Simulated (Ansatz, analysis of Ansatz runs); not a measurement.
# Migration in Li5NbO5 (C2/m): V_O hop (2.8 Å), charge +2

Wanted: path and barrier of a jump of O in Li5NbO5 (C2/m) at charge +2. The case: V_O hop (2.8 Å), in a cell of 88 host atoms with 1 O taken out.

Method: plane-wave PAW DFT, PBEsol; nudged elastic band between two relaxed defect structures at fixed charge in a uniform background, in Ansatz 0.2.0.

## (1) Starting point

The cell holds 87 atoms: 40 Li, 8 Nb and 39 O. Cell: a = 10.448 Å, b = 10.448 Å, c = 11.553 Å, α = 107.3°, β = 107.3°, γ = 45.1°. It derives from Li5NbO5 (space group C2/m). Nearest the centre at fractional (0.497, 0.497, 0.377): O76 at 1.39 Å, Nb82 at 1.40 Å, Li68 at 1.49 Å, O41 at 2.45 Å, O63 at 2.45 Å, Li23 at 2.69 Å, Li45 at 2.69 Å, Li48 at 2.75 Å. The cell carries charge +2.

The cell's shortest repeat is 8.0 Å.

## (2) Relaxation of the start point, charge +2

The ends come first: from an unrelaxed start the top is counted from too high an energy, and the barrier comes out too low. Small random displacements break the symmetry of the ideal sites, so that the defect can distort if it gains by it. The charge of +2 is set by the electron count, and a uniform background keeps the cell neutral.

Contents of qp2.start/input.yaml:

```yaml
crystal:
  lattice:
    - [9.64854378, -4.00795932, 0.00669279]
    - [9.64854378, 4.00795932, 0.00669279]
    - [-3.7205883, 0.0, 10.93780668]
  atoms:
    - { symbol: Li, position: [0.35558637, 0.35558637, 0.17163026] }
    - { symbol: Li, position: [0.3452938, 0.3452938, 0.43105463] }
    - { symbol: Li, position: [0.0, 0.0, 0.25] }
    - { symbol: Li, position: [0.1547062, 0.1547062, 0.06894537] }
    - { symbol: Li, position: [0.14441363, 0.14441363, 0.32836974] }
    - { symbol: Nb, position: [0.0, 0.0, 0.0] }
    - { symbol: O, position: [0.42680537, 0.42680537, 0.08691874] }
    - { symbol: O, position: [0.25, 0.25, 0.0] }
    - { symbol: O, position: [0.07882653, 0.07882653, 0.15910781] }
    - { symbol: O, position: [0.07319463, 0.07319463, 0.41308126] }
    - { symbol: Li, position: [0.35558637, 0.35558637, 0.67163026] }
    - { symbol: Li, position: [0.3452938, 0.3452938, 0.93105463] }
    - { symbol: Li, position: [0.0, 0.0, 0.75] }
    - { symbol: Li, position: [0.1547062, 0.1547062, 0.56894537] }
    - { symbol: Li, position: [0.14441363, 0.14441363, 0.82836974] }
    - { symbol: Nb, position: [0.0, 0.0, 0.5] }
    - { symbol: O, position: [0.42680537, 0.42680537, 0.58691874] }
    - { symbol: O, position: [0.42117347, 0.42117347, 0.84089219] }
    - { symbol: O, position: [0.25, 0.25, 0.5] }
    - { symbol: O, position: [0.07882653, 0.07882653, 0.65910781] }
    - { symbol: O, position: [0.07319463, 0.07319463, 0.91308126] }
    - { symbol: Li, position: [0.35558637, 0.85558637, 0.17163026] }
    - { symbol: Li, position: [0.3452938, 0.8452938, 0.43105463] }
    - { symbol: Li, position: [0.0, 0.5, 0.25] }
    - { symbol: Li, position: [0.1547062, 0.6547062, 0.06894537] }
    - { symbol: Li, position: [0.14441363, 0.64441363, 0.32836974] }
    - { symbol: Nb, position: [0.0, 0.5, 0.0] }
    - { symbol: O, position: [0.42680537, 0.92680537, 0.08691874] }
    - { symbol: O, position: [0.42117347, 0.92117347, 0.34089219] }
    - { symbol: O, position: [0.25, 0.75, 0.0] }
    - { symbol: O, position: [0.07882653, 0.57882653, 0.15910781] }
    - { symbol: O, position: [0.07319463, 0.57319463, 0.41308126] }
    - { symbol: Li, position: [0.35558637, 0.85558637, 0.67163026] }
    - { symbol: Li, position: [0.3452938, 0.8452938, 0.93105463] }
    - { symbol: Li, position: [0.0, 0.5, 0.75] }
    - { symbol: Li, position: [0.1547062, 0.6547062, 0.56894537] }
    - { symbol: Li, position: [0.14441363, 0.64441363, 0.82836974] }
    - { symbol: Nb, position: [0.0, 0.5, 0.5] }
    - { symbol: O, position: [0.42680537, 0.92680537, 0.58691874] }
    - { symbol: O, position: [0.42117347, 0.92117347, 0.84089219] }
    - { symbol: O, position: [0.25, 0.75, 0.5] }
    - { symbol: O, position: [0.07882653, 0.57882653, 0.65910781] }
    - { symbol: O, position: [0.07319463, 0.57319463, 0.91308126] }
    - { symbol: Li, position: [0.85558637, 0.35558637, 0.17163026] }
    - { symbol: Li, position: [0.8452938, 0.3452938, 0.43105463] }
    - { symbol: Li, position: [0.5, 0.0, 0.25] }
    - { symbol: Li, position: [0.6547062, 0.1547062, 0.06894537] }
    - { symbol: Li, position: [0.64441363, 0.14441363, 0.32836974] }
    - { symbol: Nb, position: [0.5, 0.0, 0.0] }
    - { symbol: O, position: [0.92680537, 0.42680537, 0.08691874] }
    - { symbol: O, position: [0.92117347, 0.42117347, 0.34089219] }
    - { symbol: O, position: [0.75, 0.25, 0.0] }
    - { symbol: O, position: [0.57882653, 0.07882653, 0.15910781] }
    - { symbol: O, position: [0.57319463, 0.07319463, 0.41308126] }
    - { symbol: Li, position: [0.85558637, 0.35558637, 0.67163026] }
    - { symbol: Li, position: [0.8452938, 0.3452938, 0.93105463] }
    - { symbol: Li, position: [0.5, 0.0, 0.75] }
    - { symbol: Li, position: [0.6547062, 0.1547062, 0.56894537] }
    - { symbol: Li, position: [0.64441363, 0.14441363, 0.82836974] }
    - { symbol: Nb, position: [0.5, 0.0, 0.5] }
    - { symbol: O, position: [0.92680537, 0.42680537, 0.58691874] }
    - { symbol: O, position: [0.92117347, 0.42117347, 0.84089219] }
    - { symbol: O, position: [0.75, 0.25, 0.5] }
    - { symbol: O, position: [0.57882653, 0.07882653, 0.65910781] }
    - { symbol: O, position: [0.57319463, 0.07319463, 0.91308126] }
    - { symbol: Li, position: [0.85558637, 0.85558637, 0.17163026] }
    - { symbol: Li, position: [0.8452938, 0.8452938, 0.43105463] }
    - { symbol: Li, position: [0.5, 0.5, 0.25] }
    - { symbol: Li, position: [0.6547062, 0.6547062, 0.06894537] }
    - { symbol: Li, position: [0.64441363, 0.64441363, 0.32836974] }
    - { symbol: Nb, position: [0.5, 0.5, 0.0] }
    - { symbol: O, position: [0.92680537, 0.92680537, 0.08691874] }
    - { symbol: O, position: [0.92117347, 0.92117347, 0.34089219] }
    - { symbol: O, position: [0.75, 0.75, 0.0] }
    - { symbol: O, position: [0.57882653, 0.57882653, 0.15910781] }
    - { symbol: O, position: [0.57319463, 0.57319463, 0.41308126] }
    - { symbol: Li, position: [0.85558637, 0.85558637, 0.67163026] }
    - { symbol: Li, position: [0.8452938, 0.8452938, 0.93105463] }
    - { symbol: Li, position: [0.5, 0.5, 0.75] }
    - { symbol: Li, position: [0.6547062, 0.6547062, 0.56894537] }
    - { symbol: Li, position: [0.64441363, 0.64441363, 0.82836974] }
    - { symbol: Nb, position: [0.5, 0.5, 0.5] }
    - { symbol: O, position: [0.92680537, 0.92680537, 0.58691874] }
    - { symbol: O, position: [0.92117347, 0.92117347, 0.84089219] }
    - { symbol: O, position: [0.75, 0.75, 0.5] }
    - { symbol: O, position: [0.57882653, 0.57882653, 0.65910781] }
    - { symbol: O, position: [0.57319463, 0.57319463, 0.91308126] }
total_charge: 2
basis:
  ecutwfc: 420
  xc_grid: 2
hamiltonian:
  xc: pbesol
kpoints:
  mp_grid: { grid: [1, 1, 1], shift: [0.25, 0.25, 0.25] }
scf:
  occupations: { method: fixed }
  max_iter: 120
output:
  forces: true
relax:
  f_tol: 0.02
  max_steps: 70
  random_displacement: { amplitude: 0.03, seed: 3695 }
```

The run is started by

```console
$ ansatz run input.yaml --threads 32 --pin off --max-ram 84787MiB --backend cuda --events-out ev --progress --plain --runs-dir out --max-vram 78GiB
```

Numbers of over 12 decimals in the logs are rounded to 6 here.

Log:

```text
[... repeated set-up lines and file paths are left out, and long positions are rounded to six places ...]
The last accepted step is kept in <dir> (removed where the run ends without a failure and the disk answers)
Engine: ansatz 0.2.0, aarch64-unknown-linux-gnu
Pseudopotentials: kind: paw
Pseudopotential: Li, paw, valence charge 3, recommended cutoff 420 eV (normal), Li.paw.azcp
Pseudopotential: Nb, paw, valence charge 13, recommended cutoff 420 eV (normal), Nb.paw.azcp
Pseudopotential: O, paw, valence charge 6, recommended cutoff 420 eV (normal), O.paw.azcp
Functional definition: PBEsol
  exchange = pbesol_x
  correlation = pbesol_c
[...]
Crystal: 87 atoms, lattice volume = 846.151 Å³
Basis set: ecut = 420 eV, 16581 PW (Γ), exchange–correlation on 144×144×160 points (8 copies of the dense FFT grid, shifted against one another)
Bands: 315, of which v1, the nominal top of the filled ones, is band 228 counted from 1 (227 counted from 0)
Symmetry: 1 space group operations
k-points: 1
Non-local potential: Li, projectors of the file, l = 0: 3, l = 1: 2, l = 2: 1
Non-local potential: Nb, projectors of the file, l = 0: 3, l = 1: 2, l = 2: 2, l = 3: 1
Non-local potential: O, projectors of the file, l = 0: 2, l = 1: 2, l = 2: 1
PAW form: soft (Blöchl's): semilocal exchange-correlation on the pseudo side does not see the compensation charge
PAW frozen core: Nb, regenerated for the run's functional, and the local potential with it (the file was generated under x = pbe(κ = 0.804, μ = 0.219515), c = pbe(β = 0.066725))
PAW frozen core: O, regenerated for the run's functional, and the local potential with it (the file was generated under x = pbe(κ = 0.804, μ = 0.219515), c = pbe(β = 0.066725))
PAW one-centre angular grid: Li, 110 points (default); XC on 64 Gauss nodes
PAW one-centre angular grid: Nb, 590 points (default); XC on 64 Gauss nodes
PAW one-centre angular grid: O, 110 points (default); XC on 64 Gauss nodes
Initial density: superposition of atomic densities (neutral atoms scaled as one to the charged cell's electrons: chi_scale 0, normalization atom), corrected by the library's trained network
Initial wavefunctions: pseudopotential atomic-orbital guess
[...]
Functional: x = pbesol(κ = 0.804, μ = 0.123457), c = pbesol(β = 0.046)
SCF iter   1: F=—  HF=-66067.203559 eV  |F-HF|=—  |Δ(HF+E_count)|=         —  Δρ=1.26e-2  dr2=4.79e0  ethr=1.77e-3  ⟨swp⟩=5.0  Hψ=1048  notcnv=0  defer=83
preconditioner: auto → Resta (q_TF=auto, 2.461 Å⁻¹)  ε∞=4.0  [insulator: Δε(μ)=2.084 eV  Ē_g=12.991 eV  n_scr=206 (ndim 8)  ℏωp=22.5 eV  f_vac=0.080  ε∞_Penn≈4.0]
SCF iter   2: F=—  HF=-66066.213239 eV  |F-HF|=—  |Δ(HF+E_count)|=   9.90e-1  Δρ=7.13e-3  dr2=1.11e0  ethr=1.05e-3  ⟨swp⟩=2.0  Hψ=325  notcnv=0  defer=85
SCF iter   3: F=—  HF=-66065.973709 eV  |F-HF|=—  |Δ(HF+E_count)|=   2.40e-1  Δρ=5.15e-3  dr2=3.42e-1  ethr=2.43e-4  ⟨swp⟩=3.0  Hψ=416  notcnv=0  defer=66
automatic band count: iteration 3 solves 296 bands in place of 315: the levels show a gap, and the empty bands left out lie too high to hold charge; the band table lists the bands solved (type scf.n_extra_bands for more)
[...]
SCF 1 converged in 9 iterations: F = -66065.888876 eV  dr2 = 8.24e-6
  greatest PAW one-centre occupation: 1.000 electrons in one spin orbital (limit 2), on the Li atom at site 4 (counted from 0), in its partial waves of l = 0
relax step   1: F+E_penalty+E_count = -66065.88887574 eV  Δ(F+E_penalty+E_count) = +0.000e0 eV  max|allowed force component| = 4.998e0 eV/Å  Δτ_max = 0.0000 Å  (9 SCF iters, dr2 threshold 1.00e-5 eV, accepted)
[... the SCF cycles and remarks between the steps are left out from here to the last step ...]
relax step   2: F+E_penalty+E_count = -66068.37596325 eV  Δ(F+E_penalty+E_count) = -2.487e0 eV  max|allowed force component| = 1.756e0 eV/Å  Δτ_max = 0.1906 Å  (7 SCF iters, dr2 threshold 1.00e-4 eV, accepted)
relax step   5: F+E_penalty+E_count = -66069.31404916 eV  Δ(F+E_penalty+E_count) = +1.815e-1 eV  max|allowed force component| = 4.828e-1 eV/Å  Δτ_max = 0.2000 Å  (9 SCF iters, dr2 threshold 1.99e-6 eV, rejected (line search))
relax step   8: F+E_penalty+E_count = -66069.55149022 eV  Δ(F+E_penalty+E_count) = -7.035e-4 eV  max|allowed force component| = 2.144e-2 eV/Å  Δτ_max = 0.0063 Å  (6 SCF iters, dr2 threshold 5.70e-7 eV, accepted)
relax step  11: F+E_penalty+E_count = -66069.55201906 eV  Δ(F+E_penalty+E_count) = -8.168e-5 eV  max|allowed force component| = 1.257e-2 eV/Å  Δτ_max = 0.0039 Å  (6 SCF iters, accepted)
relax step  14: F+E_penalty+E_count = -66069.55238165 eV  Δ(F+E_penalty+E_count) = -2.045e-4 eV  max|allowed force component| = 1.791e-2 eV/Å  Δτ_max = 0.0094 Å  (7 SCF iters, accepted)
[...]
SCF 16 converged in 7 iterations: F = -66069.562846 eV  dr2 = 1.02e-6
[...]
relax step  17: F+E_penalty+E_count = -66069.56447704 eV  Δ(F+E_penalty+E_count) = -1.631e-3 eV  max|allowed force component| = 8.663e-2 eV/Å  Δτ_max = 0.0191 Å  (5 SCF iters, dr2 threshold 6.95e-6 eV, accepted)
[...]
SCF 19 converged in 4 iterations: F = -66069.565985 eV  dr2 = 5.13e-8
[...]
- { symbol: O, position: [0.091556, 0.570365, 0.163485] }
    - { symbol: O, position: [0.082677, 0.561131, 0.412910] }
    - { symbol: Li, position: [0.348955, 0.875592, 0.681050] }
    - { symbol: Li, position: [0.342839, 0.850250, 0.932771] }
    - { symbol: Li, position: [-0.000615, 0.506574, 0.751998] }
    - { symbol: Li, position: [0.152618, 0.652495, 0.565844] }
    - { symbol: Li, position: [0.141539, 0.649801, 0.830857] }
    - { symbol: Nb, position: [0.005826, 0.490482, 0.500339] }
    - { symbol: O, position: [0.428785, 0.920961, 0.586017] }
    - { symbol: O, position: [0.423220, 0.923541, 0.843727] }
    - { symbol: O, position: [0.249617, 0.723959, 0.475030] }
    - { symbol: O, position: [0.076011, 0.579040, 0.658223] }
    - { symbol: O, position: [0.071363, 0.577278, 0.914428] }
    - { symbol: Li, position: [0.857088, 0.356667, 0.170831] }
    - { symbol: Li, position: [0.844362, 0.343881, 0.424806] }
    - { symbol: Li, position: [0.491143, 0.007994, 0.249525] }
    - { symbol: Li, position: [0.655308, 0.159728, 0.070989] }
    - { symbol: Li, position: [0.663684, 0.115844, 0.327199] }
    - { symbol: Nb, position: [0.509055, -0.005354, 0.002199] }
    - { symbol: O, position: [0.928572, 0.427921, 0.086998] }
    - { symbol: O, position: [0.921329, 0.418004, 0.341454] }
    - { symbol: O, position: [0.745512, 0.251978, 0.001065] }
    - { symbol: O, position: [0.568721, 0.092594, 0.163369] }
    - { symbol: O, position: [0.562596, 0.080312, 0.412718] }
    - { symbol: Li, position: [0.873783, 0.351268, 0.681091] }
    - { symbol: Li, position: [0.844550, 0.348423, 0.932835] }
    - { symbol: Li, position: [0.503072, 0.002525, 0.752179] }
    - { symbol: Li, position: [0.651161, 0.152023, 0.566639] }
    - { symbol: Li, position: [0.645903, 0.144910, 0.830637] }
    - { symbol: Nb, position: [0.505523, -0.009584, 0.500040] }
    - { symbol: O, position: [0.921618, 0.428256, 0.586154] }
    - { symbol: O, position: [0.920780, 0.425240, 0.843281] }
    - { symbol: O, position: [0.724592, 0.248071, 0.474886] }
    - { symbol: O, position: [0.578888, 0.075904, 0.658176] }
    - { symbol: O, position: [0.574340, 0.074332, 0.914637] }
    - { symbol: Li, position: [0.855487, 0.851828, 0.165479] }
    - { symbol: Li, position: [0.843336, 0.837664, 0.432411] }
    - { symbol: Li, position: [0.516763, 0.509126, 0.239466] }
    - { symbol: Li, position: [0.657216, 0.655852, 0.072576] }
    - { symbol: Li, position: [0.649391, 0.646992, 0.327665] }
    - { symbol: Nb, position: [0.489012, 0.514237, 0.000783] }
    - { symbol: O, position: [0.927628, 0.928364, 0.087496] }
    - { symbol: O, position: [0.915619, 0.915739, 0.339052] }
    - { symbol: O, position: [0.757826, 0.757268, 0.012935] }
    - { symbol: O, position: [0.582115, 0.582630, 0.158251] }
    - { symbol: O, position: [0.570031, 0.562500, 0.409105] }
    - { symbol: Li, position: [0.858730, 0.855250, 0.674742] }
    - { symbol: Li, position: [0.847671, 0.846642, 0.933100] }
    - { symbol: Li, position: [0.497280, 0.491917, 0.760048] }
    - { symbol: Li, position: [0.662358, 0.658235, 0.565828] }
    - { symbol: Li, position: [0.647815, 0.648199, 0.837351] }
    - { symbol: Nb, position: [0.503704, 0.514958, 0.521262] }
    - { symbol: O, position: [0.928468, 0.924430, 0.585116] }
    - { symbol: O, position: [0.922704, 0.922994, 0.840272] }
    - { symbol: O, position: [0.750132, 0.746691, 0.492381] }
    - { symbol: O, position: [0.579939, 0.586851, 0.666245] }
    - { symbol: O, position: [0.573097, 0.573988, 0.912804] }
```

Run time: 9.6 s. Hardware: 1 × NVIDIA GB200 with 32 threads of Arm Neoverse V2, shared host; peak memory 1.3 GiB.

Relaxation path:

```tsv
step	energy less that of the first step (eV)	largest force component (eV/Å)
1	0.0000	4.9978
3	-3.4656	2.0654
5	-3.4252	0.4828
7	-3.6619	0.0476
9	-3.6629	0.0137
11	-3.6631	0.0126
13	-3.6633	0.0147
15	-3.6637	0.0421
17	-3.6756	0.0866
19	-3.6771	0.0092
```

Relaxation step 5 was tried and not accepted.

The atoms that moved most (Å, from the sites as typed, ahead of the random displacement):

```tsv
atom	dx	dy	dz	length
O63	-0.170	0.093	-0.275	0.337
O41	-0.161	-0.104	-0.274	0.334
Li2	-0.277	-0.021	0.160	0.321
Li68	0.290	-0.032	-0.115	0.313
Li1	-0.086	-0.003	-0.291	0.304
Nb82	0.102	0.044	0.232	0.257
Li48	-0.085	-0.193	-0.013	0.211
Li26	-0.066	0.190	0.000	0.201
```

Neighbours of O76 at the end:

```tsv
atom	distance (Å)
Li68	1.898
Nb82	1.951
Li45	2.040
Li70	2.084
Li23	2.104
Li80	2.112
O63	2.691
O41	2.723
```

Read from the output:

* free energy: -66069.5660 eV
* r.m.s. move of the farther half of the atoms: 0.05659 Å
* largest move from the ideal geometry of this structure, a common shift of the far atoms taken out: 0.3487 Å

The relaxation gained 3.677 eV and ended with a largest force component of 0.0092 eV/Å.

(Part 1 of 3 ends here.)

[Logs are printed without paths, hosts, clocks, repeated set-up lines and the standing remarks that a program may print on its own settings, such as how far it seeks lower states.]

[Hosts, paths, dates, database ids (printed as entryN), source tags and the programs' standing remarks are cut or masked in the printed files.]
